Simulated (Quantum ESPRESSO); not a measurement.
**GaAs (F-43m): the LO frequency by hand**

Wanted: the LO mode of GaAs (F-43m) from the TO mode and the field response.

Main program and level: Quantum ESPRESSO 7.5; DFT LDA, scalar-relativistic, plane waves, GBRV ultrasoft pseudopotentials.

## Step 1: Set-up

Symmetry: F-43m, No. 216, cubic system. Conventional cell: a = 5.610 Å, b = 5.610 Å, c = 5.610 Å, α = 90.00°, β = 90.00°, γ = 90.00°. Nearest to Ga lie 4 As at 2.43 Å. As has 4 Ga at 2.43 Å nearest. Farther neighbours are not listed.

Structure file:

```xyz
2
Lattice="-2.8049 0.0000 2.8049 0.0000 2.8049 2.8049 -2.8049 2.8049 0.0000" Properties=species:S:1:pos:R:3 pbc="T T T"
Ga    0.0000    0.0000    0.0000
As   -1.4025    1.4025    1.4025
```

This is the cell after its relaxation at this level of theory, not the database cell from which that began.

## Step 2: What the response run gave

A linear-response run on the relaxed cell, with the response to an electric field; only its zone-centre results are used. Cutoff 50 Ry, k mesh 8×8×8 with shifts.

Log:

```text
[banners, grids, parts of the stress and lines that vanish by symmetry left out]
Program PHONON v.7.5
     Reading xml data from directory:

[...]
Exchange-correlation= PZ
                           (   1   1   0   0   0   0   0)
[...]
kinetic-energy cut-off    =      50.0000  Ry
     charge density cut-off    =     400.0000  Ry
     convergence threshold     =      1.0E-18
[...]
Exchange-correlation= PZ
                           (   1   1   0   0   0   0   0)
[...]
q = (   0.0000000   0.0000000   0.0000000 )
     25 Sym.Ops. (with q -> -q+G )
     G cutoff = 1138.6878  (  39957 G-vectors)     FFT grid: ( 48, 48, 48)
     G cutoff =  569.3439  (  14211 G-vectors)  smooth grid: ( 36, 36, 36)
     number of k points=    60
[...]
Mode symmetry, T_d (-43m)  point group:
[...]
Dielectric constant
[...]
End of electric fields calculation
          Dielectric constant in cartesian axis
          (      14.007989432       0.000000000       0.000000000 )
          (       0.000000000      14.007989432       0.000000000 )
          (       0.000000000      -0.000000000      14.007989432 )
          Effective charges (d Force / dE) in cartesian axis without acoustic sum rule applied (asr)
           atom    1  Ga    Mean Z*:        2.06414
      Ex  (        2.06414        0.00000       -0.00000 )
      Ey  (        0.00000        2.06414       -0.00000 )
      Ez  (       -0.00000        0.00000        2.06414 )
           atom    2  As    Mean Z*:       -2.06765
      Ex  (       -2.06765        0.00000        0.00000 )
      Ey  (        0.00000       -2.06765       -0.00000 )
      Ez  (        0.00000       -0.00000       -2.06765 )
          Effective charges Sum: Mean:       -0.00351
[...]
Effective charges (d Force / dE) in cartesian axis with asr applied:
           atom    1  Ga    Mean Z*:        2.06590
[...]
atom    2  As    Mean Z*:       -2.06590
[...]
Representation #   1 modes #   1   2   3
[...]
End of self-consistent calculation
     Convergence has been achieved
     Representation #   2 modes #   4   5   6
[...]
End of self-consistent calculation
     Convergence has been achieved
[...]
Dielectric constant in cartesian axis
          (      14.007989432       0.000000000       0.000000000 )
          (       0.000000000      14.007989432       0.000000000 )
          (       0.000000000      -0.000000000      14.007989432 )
          Effective charges (d Force / dE) in cartesian axis without acoustic sum rule applied (asr)
           atom    1  Ga    Mean Z*:        2.06414
      Ex  (        2.06414        0.00000       -0.00000 )
      Ey  (        0.00000        2.06414       -0.00000 )
      Ez  (       -0.00000        0.00000        2.06414 )
           atom    2  As    Mean Z*:       -2.06765
      Ex  (       -2.06765        0.00000        0.00000 )
      Ey  (        0.00000       -2.06765       -0.00000 )
      Ez  (        0.00000       -0.00000       -2.06765 )
          Effective charges Sum: Mean:       -0.00351
[...]
Effective charges (d Force / dE) in cartesian axis with asr applied:
           atom    1  Ga    Mean Z*:        2.06590
[...]
atom    2  As    Mean Z*:       -2.06590
[...]
q = (    0.000000000   0.000000000   0.000000000 )
[...]
freq (    1) =      -0.213582 [THz] =      -7.124326 [cm-1]
     freq (    2) =      -0.213582 [THz] =      -7.124326 [cm-1]
     freq (    3) =      -0.213582 [THz] =      -7.124326 [cm-1]
     freq (    4) =       8.086063 [THz] =     269.722031 [cm-1]
     freq (    5) =       8.086063 [THz] =     269.722031 [cm-1]
     freq (    6) =       8.086063 [THz] =     269.722031 [cm-1]
[...]
Mode symmetry, T_d (-43m)  point group:
     freq (   1-   3) =         -7.1  [cm-1]   --> T_2  G_15 P_4   I+R
     freq (   4-   6) =        269.7  [cm-1]   --> T_2  G_15 P_4   I+R

   JOB DONE.
```

```csv
quantity,value
cell volume Ω (Å³),44.137
mass of Ga (u),69.723
mass of As (u),74.922
"Born charge of Ga, raw (e)",2.064
"Born charge of As, raw (e)",-2.068
ε∞,14.008
ω(TO) after the sum rule (cm⁻¹),269.8
```

## Step 3: The calculation

The charges must sum to zero over the cell; taking off their mean, -0.002 e, leaves Z* = 2.066 e on Ga. In the polar mode Ga moves against As, so the reduced mass is μ = 69.72 × 74.92 / 144.64 = 36.114 u.

A longitudinal wave builds up a field that adds to the restoring force: ω(LO)² = ω(TO)² + 4π Z*² / (μ Ω ε∞), in Hartree atomic units. With μ = 65833 electron masses and Ω = 297.85 bohr³ the second term is 1.9525e-07 Ha², or 9405 cm⁻² (1 Ha = 219474.6 cm⁻¹).

So ω(LO) = √(72803 + 9405) = 286.7 cm⁻¹, and by the Lyddane-Sachs-Teller relation ε₀ = ε∞ (ω(LO)/ω(TO))² = 15.82.

## Step 4: Check against the program

The analysis program adds the same non-analytic term to the full matrix, here for q along (1 0 0).

Log:

```text
[banner, memory and clock lines left out]
Program DYNMAT v.7.5

     Reading Dynamical Matrix from file g.dyn
     ...Force constants read
     ...epsilon and Z* read

     Polarizability (A^3 units)
     multiply by 0.187406 for Clausius-Mossotti correction
        45.687809    0.000000    0.000000
         0.000000   45.687809   -0.000000
         0.000000    0.000000   45.687809

     IR activities are in (D/A)^2/amu units

# mode   [cm-1]    [THz]      IR
    1     -0.00   -0.0000    0.0000
    2     -0.00   -0.0000    0.0000
    3      0.00    0.0000    0.0000
    4    269.82    8.0889    2.7265
    5    269.82    8.0889    2.7265
    6    286.72    8.5956    2.7265
```

ε₀ comes from the program's run without a direction of q.

```
    quantity  by hand  program
ω(LO) (cm⁻¹)    286.7    286.7
          ε₀    15.82    15.82
```

## Step 5: Outcome

```
TO mode                    : 269.8 cm⁻¹
LO mode                    : 286.7 cm⁻¹
static dielectric constant : 15.82
```

What this shows: The LO mode of GaAs (F-43m) lies at 287 cm⁻¹, 17 cm⁻¹ above the TO mode; the formula meets the program within 0.1 cm⁻¹, as it must for a cubic crystal with one polar mode. ω(LO)² − ω(TO)² goes with Z*²/ε∞: an error of 5 % in ε∞ would move the LO mode by 0.8 cm⁻¹, and semilocal functionals tend to overestimate ε∞. These are harmonic values at zero temperature, at the volume of this functional, for the structure held cubic; stability elsewhere in the zone is no part of this calculation.

[Host names and launcher messages were left out of these logs when they were recorded.]

[Logs are printed without paths, hosts, clocks, repeated set-up lines and the standing remarks that a program may print on its own settings, such as how far it seeks lower states.]

[Hosts, paths, dates, database ids (printed as entryN), source tags and the programs' standing remarks are cut or masked in the printed files.]
